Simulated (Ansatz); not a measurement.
# The perfect Al wire along [110], 9 atoms a period, part 2 of 2

Aim: is the Al wire along [110], 9 atoms a period a metal or a semiconductor?

Ansatz 0.2.0; DFT PBE, plane waves, PAW; relaxation of a wire's period; PAW set soft_1 (the session's first sound run).

So far: Set-up; The relaxed wire.

### 2. The relaxed wire (continued)

The steps of the relaxation:

| step | energy less that of the first step (eV) | largest force component (eV/Å) | pressure (GPa) | volume (Å³) |
| --- | --- | --- | --- | --- |
| 1 | 0.0000 | 0.2419 | -1.16 | 531.90 |
| 2 | -0.3201 | 0.0738 | -0.12 | 505.99 |
| 3 | -0.2581 | 0.1801 | 0.16 | 487.35 |
| 4 | -0.3458 | 0.0068 | 0.04 | 498.40 |
| 5 | -0.3462 | 0.0041 | 0.02 | 499.21 |
| 6* | -0.3450 | 0.0041 | 0.02 | 499.21 |

Relaxation steps marked * repeat the geometry before them on a plane-wave basis chosen anew for their cell, so energy and pressure can jump there. Relaxation step 3 was tried and not accepted.

The run keeps the 8 symmetry operations that it works with, so distortions that break them were not tested.

| cell as run | before | after | change |
| --- | --- | --- | --- |
| c (Å) | 2.857 | 2.681 | -6.1 % |

The atoms that moved most (Å, along periodic axes as changes of fractional coordinates times the final cell, across vacuum about the mean position):

| atom | dx | dy | dz | length |
| --- | --- | --- | --- | --- |
| Al8 | 0.063 | -0.018 | 0.000 | 0.066 |
| Al7 | 0.063 | 0.018 | 0.000 | 0.066 |
| Al6 | -0.063 | -0.018 | 0.000 | 0.066 |
| Al5 | -0.063 | 0.018 | 0.000 | 0.066 |
| Al2 | 0.000 | 0.051 | 0.000 | 0.051 |
| Al9 | 0.000 | -0.051 | 0.000 | 0.051 |
| Al4 | 0.045 | 0.000 | 0.000 | 0.045 |
| Al1 | -0.045 | 0.000 | 0.000 | 0.045 |

Numbers from this step:

```
energy at zero smearing    : -4833.5208 eV
cell length along the wire : 2.681 Å
```

The cell's length comes to 2.681 Å with spin left out.

### 3. The perfect wire

This step: DFT PBE, plane waves, PAW; bands of a perfect wire; PAW set soft_1 (Ansatz 0.2.0).

At the relaxed period the bands are computed along the axis; those that cross an energy going forward count the channels that a perfect wire would open there.

The input, input.yaml:

```yaml
crystal:
  lattice:
    - [14.88, 0.0, 0.0]
    - [0.0, 12.513, 0.0]
    - [0.0, 0.0, 2.681137903]
  atoms:
    - { symbol: Al, position: [0.225463087, 0.500016894, 0.0] }
    - { symbol: Al, position: [0.5, 0.275777, 0.0] }
    - { symbol: Al, position: [0.5, 0.500016894, 0.0] }
    - { symbol: Al, position: [0.774536913, 0.500016894, 0.0] }
    - { symbol: Al, position: [0.359988511, 0.387269319, 0.5] }
    - { symbol: Al, position: [0.359988511, 0.612764469, 0.5] }
    - { symbol: Al, position: [0.640011489, 0.387269319, 0.5] }
    - { symbol: Al, position: [0.640011489, 0.612764469, 0.5] }
    - { symbol: Al, position: [0.5, 0.724256788, 0.0] }
kpoints:
  mp_grid: { grid: [1, 1, 30] }
  band_path: { path: ["Γ", Z], npoints: 90 }
scf:
  occupations: { method: fermi_dirac, width: 0.05 }
hamiltonian:
  xc: pbe
  pseudopotentials: { kind: paw, azcp: { folder: soft_1 } }
output:
  dos: { e_range: [-5, 4] }
  write_potential: true
  write_density: true
  volumetric_format: npy
```

On the command line:

```sh
$ ansatz run input.yaml --threads 4 --pin off --max-ram 16384MiB --backend cpu --events-out ev --progress --plain --runs-dir out
```

Numbers of over 12 decimals in the logs are rounded to 6 here.

The log of the run:

```text
[...]
Crystal: 9 atoms, lattice volume = 499.210 Å³
Basis set: ecut = 420 eV, 9849 PW (Γ)
Bands: 23, of which v1, the nominal top of the filled ones, is band 14 counted from 1 (13 counted from 0)
Symmetry: 8 space group operations
[...]
k-points: 16 of 30
[...]
SCF iter   1: F=—  HF=-4835.987646 eV  |F-HF|=—  |Δ(HF+E_count)|=         —  Δρ=1.95e-2  dr2=1.32e1  ethr=3.10e-3  ⟨swp⟩=9.5  Hψ=2643  notcnv=0
[...]
SCF iter   8: F=-4833.524015 eV  HF=-4833.524015 eV  |F-HF|=6.66e-9  |Δ(HF+E_count)|=   3.52e-7  Δρ=1.45e-6  dr2=1.97e-8  ethr=3.70e-10  ⟨swp⟩=13.9  Hψ=1950  notcnv=0
SCF 1 converged in 8 iterations: F = -4833.524015 eV  dr2 = 1.97e-8
[...]
NSCF: frozen V_eff on 91 k-points
WARN: The output density's exchange-correlation potential varies sharply where the density is thin. Do not read a vacuum level from v_tot or v_xc, or from such a field of the output density. On a cell that repeats whose density bears no net charge and no dipole along the vacuum's axis use v_es (v_loc + v_h of the components); under efield.dipole_correction with no amplitude use v_es + v_field, which holds any externa [...]
SCF converged after 8 iterations
Free energy (F): -4833.524015 eV
[...]
Internal energy: -4833.491043 eV  (E = F + TS)
E sigma→0 (E₀):  -4833.507529 eV
Entropy (-TS):   -0.032973 eV (-3.664 meV/atom)
Fermi energy:    -0.291343 eV
[...]
--- Band table (eV; the first three rows and the last of 16) ---
  k-point 0: bands = [... 10 lower, -3.1488, -2.3897, -1.6411, -1.4083, 0.0855, 0.3377, 0.4395, 1.2795, ... 5 higher]
  k-point 1: bands = [... 10 lower, -3.1273, -2.3684, -1.6198, -1.3873, 0.1068, 0.3590, 0.4607, 1.3000, ... 5 higher]
  k-point 2: bands = [... 10 lower, -3.0630, -2.3046, -1.5561, -1.3245, 0.1705, 0.4229, 0.5243, 1.3611, ... 5 higher]
  k-point 15: bands = [... 10 lower, -1.2427, -0.9190, -0.7634, -0.4785, 0.1370, 0.6820, 1.3491, 1.3973, ... 5 higher]
```

Elapsed: 13 s, on 4 threads of Arm Neoverse V1, shared host; peak memory 0.89 GiB; 52 s of CPU time.

Reading the cycles: dr2 is the Hartree energy of the density residual (eV), the measure of convergence; HF is the Harris–Foulkes estimate of the energy, which meets the free energy F at convergence.

This step gave:

- energy at zero smearing: -4833.5075 eV
- band gap: 0 eV

Electronic bands along the path, in eV, zero at the Fermi level:

| point | band 11 | band 12 | band 13 | band 14 | band 15 | band 16 | band 17 | band 18 |
| --- | --- | --- | --- | --- | --- | --- | --- | --- |
| Γ | -2.86 | -2.10 | -1.35 | -1.12 | 0.38 | 0.63 | 0.73 | 1.57 |
| halfway | -1.66 | -0.90 | -0.16 | -0.13 | 0.91 | 1.53 | 1.73 | 1.77 |
| Z | -0.95 | -0.63 | -0.47 | -0.19 | 0.43 | 0.97 | 1.64 | 1.69 |

Between Γ and Z the bands cross the Fermi level 6 times, so a perfect wire would conduct at least 6 G₀, with spin left out.

### 4. Outcome

| Quantity | Value |
| --- | --- |
| cell length, PBE | 2.681 Å |
| ballistic conductance by band crossings, a lower bound, PBE | 6 G₀ |

What this shows: Under PBE the cell's length is 2.68 Å, and the bands cross the Fermi level 6 times between Γ and Z, which gives a perfect wire at least 6 G₀ (opposite crossings within one step of the path cancel in such a count).

[Logs are printed without paths, hosts, clocks, repeated set-up lines and the standing remarks that a program may print on its own settings, such as how far it seeks lower states.]

[Hosts, paths, dates, database ids (printed as entryN), source tags and the programs' standing remarks are cut or masked in the printed files.]
